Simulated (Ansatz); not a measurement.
# V2N(OH)2 MXene monolayer in a perpendicular field, part 2 of 2

What dipole does a perpendicular field induce in the V2N(OH)2 MXene monolayer? A positive field points along +c.

Ansatz 0.2.0; plane-wave DFT, PBE-D3(BJ), Ansatz PAW.

So far. Step 2 (Relaxing the slab): The lattice constant a goes from 2.941 to 3.019 Å.

## Step 3: Atoms held, field 0

A sawtooth potential applies the field, turning back in the middle of the vacuum. With the dipole correction the typed value is the field outside the slab. The induced dipole is small, so the SCF threshold is tight.

The cell differs from the one that the last finished run ended in (c 44.032 → 24.334 Å).

Input file input.yaml:

```yaml
crystal:
  lattice:
    - [3.0193867968, 0.0, 0.0]
    - [-1.5096933984, 2.6148656699, 0.0]
    - [0.0, 0.0, 24.333916649]
  atoms:
    - { symbol: H, position: [0.3333333333, 0.6666666667, 0.3698541476] }
    - { symbol: O, position: [0.3333333333, 0.6666666667, 0.4098099734] }
    - { symbol: V, position: [0.6666666667, 0.3333333333, 0.4605656015] }
    - { symbol: "N", position: [0.0, 0.0, 0.5] }
    - { symbol: V, position: [0.3333333333, 0.6666666667, 0.5394343985] }
    - { symbol: O, position: [0.6666666667, 0.3333333333, 0.5901900266] }
    - { symbol: H, position: [0.6666666667, 0.3333333333, 0.6301458524] }
kpoints:
  mp_grid: { grid: [18, 18, 1] }
  band_path:
    path: [[0, 0, 0], [0.5, 0, 0], [0.33333333, 0.33333333, 0], [0, 0, 0]]
    npoints: 16
hamiltonian:
  xc: pbe
  dispersion: d3bj
scf:
  occupations: { method: fermi_dirac, width: 0.02585 }
  convergence: { dr2_threshold: 1.0e-10 }
efield:
  axis: 3
  dipole_correction: true
  ramp_position: 0.97
  ramp_width: 0.06
  amplitude: 0
output:
  dos: { projected: true, e_range: [-6, 5] }
  write_potential: true
  write_density: true
  volumetric_format: npy
  elf: true
```

The run is started by

```
> ansatz run input.yaml --threads 2 --pin off --max-ram 3072MiB --backend cpu --events-out ev --progress --plain --runs-dir out
```

Numbers of over 12 decimals in the logs are rounded to 6 here.

Output:

```text
[...]
Crystal: 7 atoms, lattice volume = 192.123 Å³
Basis set: ecut = 420 eV, 3669 PW (Γ)
Bands: 30, of which v1, the nominal top of the filled ones, is band 23 counted from 1 (22 counted from 0)
Symmetry: 6 space group operations
k-points: 37 of 324 (time reversal used)
[...]
SCF iter   1: F=—  HF=-7380.002698 eV  |F-HF|=—  |Δ(HF+E_count)|=         —  Δρ=5.15e-3  dr2=8.96e-2  ethr=1.77e-3  p=-0.000 e·Å  D=-7.31e-15 V/Å  ΔV_dip=0.00 eV  dr2_dipole=1.76e-9  V_vac-E_F(+/−)=1.87/1.87 eV  ⟨swp⟩=7.4  Hψ=5181  notcnv=0
efield: sawtooth ramp at fractional position 0.9700 (set: `efield.ramp_position`, or a place that a band, a saddle search or an elastic batch's reference lends), width 0.0600; the density the first Hamiltonian is built on has a dipole p = -0.000 e·Å; the dipole correction subtracts the counter field D = -7.31e-15 V/Å, which shifts the + side's vacuum level by +0.00 eV against the − side's; the planar-averaged density in the ramp window peaks in size at 1.6e-5 e/Å³
[...]
SCF iter   2: F=—  HF=-7380.004163 eV  |F-HF|=—  |Δ(HF+E_count)|=   1.46e-3  Δρ=2.82e-3  dr2=4.38e-2  ethr=1.99e-4  p=-0.000 e·Å  D=-6.75e-8 V/Å  ΔV_dip=0.00 eV  dr2_dipole=2.14e-9  V_vac-E_F(+/−)=1.91/1.91 eV  ⟨swp⟩=2.9  Hψ=2202  notcnv=0  defer=47
[...]
SCF iter  13: F=-7380.000280 eV  HF=-7380.000280 eV  |F-HF|=9.00e-11  |Δ(HF+E_count)|=   1.97e-9  Δρ=8.50e-8  dr2=2.09e-11  ethr=1.00e-12  p=0.000 e·Å  D=7.40e-9 V/Å  ΔV_dip=-0.00 eV  dr2_dipole=1.55e-13  V_vac-E_F(+/−)=2.14/2.14 eV  ⟨swp⟩=7.7  Hψ=3556  notcnv=0
SCF 1 converged in 13 iterations: F = -7380.000280 eV  dr2 = 2.09e-11
[...]
NSCF: frozen V_eff on 49 k-points
efield: sawtooth ramp at fractional position 0.9700 (kept from the solve that this one continues, or follows in the run), width 0.0600; the density the first Hamiltonian is built on has a dipole p = 0.000 e·Å; the dipole correction subtracts the counter field D = 7.40e-9 V/Å, which shifts the + side's vacuum level by -0.00 eV against the − side's; the planar-averaged density in the ramp window peaks in size at 2.2e-6 e/Å³
[...]
SCF converged after 13 iterations
Free energy (F): -7380.000280 eV
[...]
Internal energy: -7379.991352 eV  (E = F + TS)
E sigma→0 (E₀):  -7379.995816 eV
Entropy (-TS):   -0.008928 eV (-1.275 meV/atom)
Fermi energy:    2.352988 eV
Dipole field:    D = -0.000001 V/Å  (p = -0.000001 e·Å, saw-weighted, corrected)
Work function:   Φ+ = 2.1363 eV   Φ− = 2.1363 eV
Levels:          The Fermi level and band energies are counted from a zero that moves with the ramp; work functions are not
[...]
--- Band table (eV; the first three rows and the last of 37) ---
  k-point 0: bands = [... 19 lower, -1.7502, 0.6732, 0.6732, 1.9465, 2.2136, 2.3048, 3.0403, 3.1826, ... 3 higher]
  k-point 1: bands = [... 19 lower, -1.8146, 0.6566, 0.7415, 1.9420, 2.2895, 2.3278, 3.0082, 3.1760, ... 3 higher]
  k-point 2: bands = [... 19 lower, -1.9783, 0.5746, 0.9219, 1.9414, 2.3572, 2.5210, 3.0371, 3.1759, ... 3 higher]
  k-point 36: bands = [... 19 lower, -2.9763, 1.3863, 1.3863, 1.6848, 3.2119, 3.2119, 3.9757, 4.8042, ... 3 higher]
```

Elapsed: 22 s, on 2 threads of Arm Neoverse V2, shared host; peak memory 0.55 GiB.

This step gave:

```yaml
energy_at_zero_smearing: -7379.9958 eV
work_function_upper_face: 2.136 eV
dipole_along_the_normal: -5.65e-7 e·Å
```

Running mean over a fixed 2.6 Å (it still follows the layers) of the planar mean; the ramp of the sawtooth is left out. Electron's electrostatic potential energy less the Fermi level against z:

```csv
z (Å),electron's electrostatic potential energy less the Fermi level (eV)
3.0,2.13
3.5,2.13
4.0,2.13
4.5,2.12
5.0,2.10
5.5,2.06
6.0,2.00
6.5,1.90
7.0,1.71
7.5,1.33
8.0,0.644
8.5,-0.281
9.0,-1.93
9.5,-3.80
10.0,-6.10
10.5,-8.25
11.0,-10.4
11.5,-11.7
12.0,-12.5
12.5,-12.3
13.0,-11.3
13.5,-9.80
14.0,-7.49
14.5,-5.34
15.0,-3.12
15.5,-1.37
16.0,0.140
16.5,0.841
17.0,1.50
17.5,1.79
18.0,1.94
18.5,2.03
19.0,2.08
19.5,2.11
20.0,2.12
20.5,2.13
21.0,2.13
```

The density of states has structure finer than the step of the table below, so its rows give means over 0.25 eV, whole bins alone (the curve runs from -6 to 0.59 eV). Peaks (eV: height): -5.450: 11.7, -5.310: 15.6, -5.150: 10.3, -1.950: 3.26, -0.400: 4.89, 0.230: 7.35.

Density of states against energy, zero at the Fermi level; means over each step:

```csv
energy (eV),density of states (states/eV a cell)
-5.75,3.22
-5.50,5.86
-5.25,9.08
-5.00,2.53
-4.75,1.01
-4.50,0.684
-4.25,0.508
-4.00,0.0139
-3.75,0
-3.50,0
-3.25,0
-3.00,0.391
-2.75,1.02
-2.50,1.18
-2.25,1.43
-2.00,2.11
-1.75,1.57
-1.50,0.876
-1.25,1.64
-1.00,1.66
-0.75,1.51
-0.50,1.86
-0.25,2.80
0.00,3.87
0.25,4.38
```

Projected DOS per atom over height of the atomic layer and energy from the Fermi level. Layers: H O V N V O H from below.

Ten even steps from '0' (0.00 states/eV) to '9' (2.84 states/eV), each cell a mean:
```
0020200
0060600
0040400
0030300
0020200
0020200
0010100
0010100
0030300
0020200
0010100
0010100
0000000
0000000
0000000
0000000
0000000
0100010
0201020
0939390
0711170
0300030
```
Columns: height of the atomic layer (Å) from 9 to 15.3 (not evenly spaced); rows upwards: energy from the Fermi level (eV) from -5.96 to 0.52.

Electronic bands along the path, in eV, zero at the Fermi level:

```csv
point,band 20,band 21,band 22,band 23,band 24,band 25,band 26,band 27
Γ,-4.10,-1.68,-1.68,-0.41,-0.14,-0.05,0.69,0.83
halfway,-4.80,-2.33,-0.77,-0.31,0.33,0.87,0.94,1.22
M,-5.01,-3.00,0.06,0.28,0.91,0.92,1.37,1.79
halfway,-5.32,-2.23,-0.26,-0.12,0.82,0.96,1.57,1.92
K,-5.33,-0.97,-0.97,-0.67,0.86,0.86,1.62,2.45
halfway,-5.18,-1.94,-1.30,0.14,0.60,0.65,1.04,1.28
Γ,-4.10,-1.68,-1.68,-0.41,-0.14,-0.05,0.69,0.83
```

Electrostatic potential energy in the ca plane at fractional y = 0.333, with atoms of V and O and H within 0.2 Å of it. With pseudopotentials it is smooth inside the atoms' cores, unlike the true potential.

Ten even steps from '0' (-31 eV) to '9' (4 eV), each cell a mean:
```
99999999999999999999999985213788888778999999
99999999999999999999999972010389984002368999
99999999999999999999999961130279982000028999
99999999999999999999999972000488885004568999
99999999999999999999999986324788788889999999
99999999999999999999999998888876568999999999
99999999999999999999999999988875457999999999
99999999999999999999999998778887568999999999
```
Columns run along c (16.0 Å, from fractional 0.06 to 0.72 of the cell; values clipped at the 3rd and 97th percentile), rows up along a (3.0 Å). Atoms in or near the plane, at fractional coordinates: V at (0.46, 0.67), O at (0.59, 0.67), H at (0.63, 0.67).

ELF in the ca plane at fractional y = 0.333, with atoms of V and O and H within 0.2 Å of it. It is the smooth field of the valence electrons, not physical close to the nuclei.

Ten even steps from '0' (0.00) to '9' (0.97), each cell a mean:
```
00000000112110000001211342232116875541000112
00000000112210000000014776221138778985100112
00000000122210000000016777321147448996100112
00000000112210000000013775221138778884100112
00000000112110000012321231232115775431000112
00000000112110000124652013542111221000000122
00000000112110001234663125642220000000000122
00000000112110000124552013542111332100000122
```
Columns run along c (16.0 Å, from fractional 0.11 to 0.76 of the cell), rows up along a (3.0 Å). Atoms in or near the plane, at fractional coordinates: V at (0.46, 0.67), O at (0.59, 0.67), H at (0.63, 0.67).

Valence density in the ca plane at fractional y = 0.333, with atoms of V and O and H within 0.2 Å of it. It is the smooth field of the valence electrons, not physical close to the nuclei.

Values in units of 1e0 e/Å³, 5 rows by 16 columns, each cell a mean:
```
0.0 0.0 0.0 0.0 0.0 0.0 0.0 0.0 0.1 2.1 1.7 0.3 0.9 1.4 0.1 0.0
0.0 0.0 0.0 0.0 0.0 0.0 0.0 0.0 0.1 7.1 5.3 0.2 2.4 4.1 0.5 0.0
0.0 0.0 0.0 0.0 0.0 0.0 0.0 0.0 0.1 2.3 1.8 0.3 1.0 1.5 0.2 0.0
0.0 0.0 0.0 0.0 0.0 0.0 0.0 0.1 0.3 0.3 0.5 0.6 0.3 0.1 0.0 0.0
0.0 0.0 0.0 0.0 0.0 0.0 0.0 0.1 0.3 0.3 0.5 0.6 0.3 0.1 0.0 0.0
```
Columns run along c (16.0 Å, from fractional 0.06 to 0.72 of the cell), rows up along a (3.0 Å). Atoms in or near the plane, at fractional coordinates: V at (0.46, 0.67), O at (0.59, 0.67), H at (0.63, 0.67).

The work function of the upper face is 2.14 eV.

## Step 4: Atoms held, field 0.1 V/Å

Changes to input.yaml since step 3:

```diff
@@ -29,5 +29,4 @@
   ramp_width: 0.06
-  amplitude: 0
+  amplitude: 0.1
 output:
-  dos: { projected: true, e_range: [-6, 5] }
   write_potential: true
@@ -35,2 +34 @@
   volumetric_format: npy
-  elf: true
```

Output:

```text
[...]
Crystal: 7 atoms, lattice volume = 192.123 Å³
Basis set: ecut = 420 eV, 3669 PW (Γ)
Bands: 30, of which v1, the nominal top of the filled ones, is band 23 counted from 1 (22 counted from 0)
Symmetry: 6 space group operations
k-points: 37 of 324 (time reversal used)
[...]
k-point 0: bands = [... 19 lower, -1.7549, 0.6691, 0.6691, 1.9424, 2.2061, 2.3043, 3.0360, 3.1785, ... 3 higher]
  k-point 1: bands = [... 19 lower, -1.8193, 0.6525, 0.7374, 1.9379, 2.2787, 2.3306, 3.0040, 3.1719, ... 3 higher]
  k-point 2: bands = [... 19 lower, -1.9830, 0.5704, 0.9178, 1.9373, 2.3522, 2.5178, 3.0328, 3.1718, ... 3 higher]
  k-point 36: bands = [... 19 lower, -2.9806, 1.3814, 1.3830, 1.6806, 3.2076, 3.2079, 3.9716, 4.7978, ... 3 higher]
[key lines of the parts left out:]
SCF converged after 33 iterations
Free energy (F): -7380.003136 eV
Fermi energy:    2.349005 eV
Dipole field:    D = 0.053841 V/Å  (p = 0.057165 e·Å, saw-weighted, corrected)
```

Wall time 37 s (2 threads); peak memory 0.53 GiB; 73 s of CPU time.

The dipole is 0.0572 e·Å.

## Step 5: Single point, field -0.1 V/Å

Changes to input.yaml since step 4:

```diff
@@ -29,3 +29,3 @@
   ramp_width: 0.06
-  amplitude: 0.1
+  amplitude: -0.1
 output:
```

Output:

```text
[...]
Crystal: 7 atoms, lattice volume = 192.123 Å³
Basis set: ecut = 420 eV, 3669 PW (Γ)
Bands: 30, of which v1, the nominal top of the filled ones, is band 23 counted from 1 (22 counted from 0)
Symmetry: 6 space group operations
k-points: 37 of 324 (time reversal used)
[...]
k-point 0: bands = [... 19 lower, -1.7549, 0.6691, 0.6691, 1.9424, 2.2061, 2.3043, 3.0359, 3.1785, ... 3 higher]
  k-point 1: bands = [... 19 lower, -1.8193, 0.6525, 0.7374, 1.9379, 2.2787, 2.3306, 3.0040, 3.1719, ... 3 higher]
  k-point 2: bands = [... 19 lower, -1.9830, 0.5704, 0.9178, 1.9373, 2.3522, 2.5178, 3.0328, 3.1718, ... 3 higher]
  k-point 36: bands = [... 19 lower, -2.9807, 1.3814, 1.3830, 1.6806, 3.2076, 3.2079, 3.9715, 4.7978, ... 3 higher]
[key lines of the parts left out:]
SCF converged after 33 iterations
Free energy (F): -7380.003136 eV
Fermi energy:    2.348999 eV
Dipole field:    D = -0.053841 V/Å  (p = -0.057166 e·Å, saw-weighted, corrected)
```

The job ended after 38 s (2 threads; peak memory 0.54 GiB; 75 s of CPU time).

The dipole is -0.0572 e·Å.

## Step 6: Response, atoms held

This step: plane-wave DFT, PBE-D3(BJ), Ansatz PAW; response to a field along the normal, atoms held (Ansatz 0.2.0).

The dipoles give the slope, and the difference of two potentials shows where the field is screened.

This step gave:

* equivalent conductor thickness p/(ε₀AE): 13.10 Å
* distance between the outer atoms: 6.334 Å

The dipole of the cell by applied field:

```csv
applied field (V/Å),dipole of the cell (e·Å)
-0.1000,-0.0572
0.0000,-5.7e-7
0.1000,0.0572
```

Local field over the applied field, running mean. From the potentials at -0.1 and 0.1 V/Å; running mean over 2.5 Å. Table of local field over applied field by z:

z (Å), local field over applied field and a bar from the least value:
```
        5      0.842 ############################
        6      0.625 ######################
        7      0.269 #############
        8     -0.078 ###
        9     -0.206 
       10     -0.157 #
       11     -0.072 ####
       12     -0.035 #####
       13     -0.052 ####
       14     -0.124 ##
       15     -0.202 
       16     -0.145 ##
       17      0.137 #########
       18      0.519 ###################
       19      0.785 ##########################
       20      0.918 ##############################
```

The induced electron density oscillates, so the rows of the table below give means over windows of 0.5 Å about each position, cut where the curve ends. Its maxima inside the range that stand out by 2 % of the span (Å: e/Å³ per V/Å): 7.30: 0.00266, 9.60: 2.2e-4, 10.41: 8.0e-4, 13.11: 0.00126, 14.33: 0.00174, 15.28: 0.00151. Its minima: 9.06: -0.00151, 10.00: -0.00174, 11.22: -0.00126, 13.92: -8.0e-4, 14.74: -2.2e-4, 17.03: -0.00266.

Electrons, planar mean, per unit field. The induced electron density by z; means over each step:

```csv
z (Å),induced electron density (e/Å³ per V/Å)
4.5,4.4e-4
5.0,7.0e-4
5.5,0.00109
6.0,0.00159
6.5,0.00214
7.0,0.00255
7.5,0.00261
8.0,0.00212
8.5,5.9e-4
9.0,-0.00120
9.5,-3.5e-4
10.0,-9.3e-4
10.5,5.1e-4
11.0,-7.5e-4
11.5,-7.0e-4
12.0,-1.8e-4
12.5,3.3e-4
13.0,9.4e-4
13.5,2.3e-4
14.0,-1.6e-4
14.5,6.9e-4
15.0,8.1e-4
15.5,8.0e-4
16.0,-0.00123
16.5,-0.00237
17.0,-0.00264
17.5,-0.00244
18.0,-0.00197
18.5,-0.00141
19.0,-9.4e-4
19.5,-6.1e-4
20.0,-3.8e-4
```

By hand: between -0.1 and 0.1 V/Å the dipole changes by 0.1143 e·Å, a slope of 0.5717 e·Å²/V. A perfect conductor of thickness t has p = ε₀AEt, so t = 180.95 × 0.5717 / 7.895 = 13.10 Å (e/ε₀ = 180.95 V·Å, A in Å²).

The induced dipole is that of a conductor 13.10 Å thick.

## Step 7: Results

- gap without field: none
- work function, upper face: 2.14 eV
- equivalent conductor thickness, atoms held: 13.1 Å

The induced dipole equals that of a perfect conductor 13.10 Å thick, while the outer atoms lie 6.33 Å apart. There is no gap over 0.03 eV, with or without the field. The first relaxation ran with spin and lost its moment, and the later runs have none; other magnetic states were not tried. The MXene's terminations sit over the metal atoms of its far layer; the site over carbon or nitrogen, which some compounds prefer, was not run.

[Logs are printed without paths, hosts, clocks, repeated set-up lines and the standing remarks that a program may print on its own settings, such as how far it seeks lower states.]

[Hosts, paths, dates, database ids (printed as entryN), source tags and the programs' standing remarks are cut or masked in the printed files.]

[Maps of the electrostatic potential energy from Ansatz leave out the sawtooth potential of an applied field or a dipole correction, so their vacuum need not be flat; planar profiles and work functions include it.]

[The density of states shown here was stored with 400 of the rows of the run's finer table, so its peaks can read low, often by over a quarter, or be missed, and its means over a window can be off by a tenth or more.]
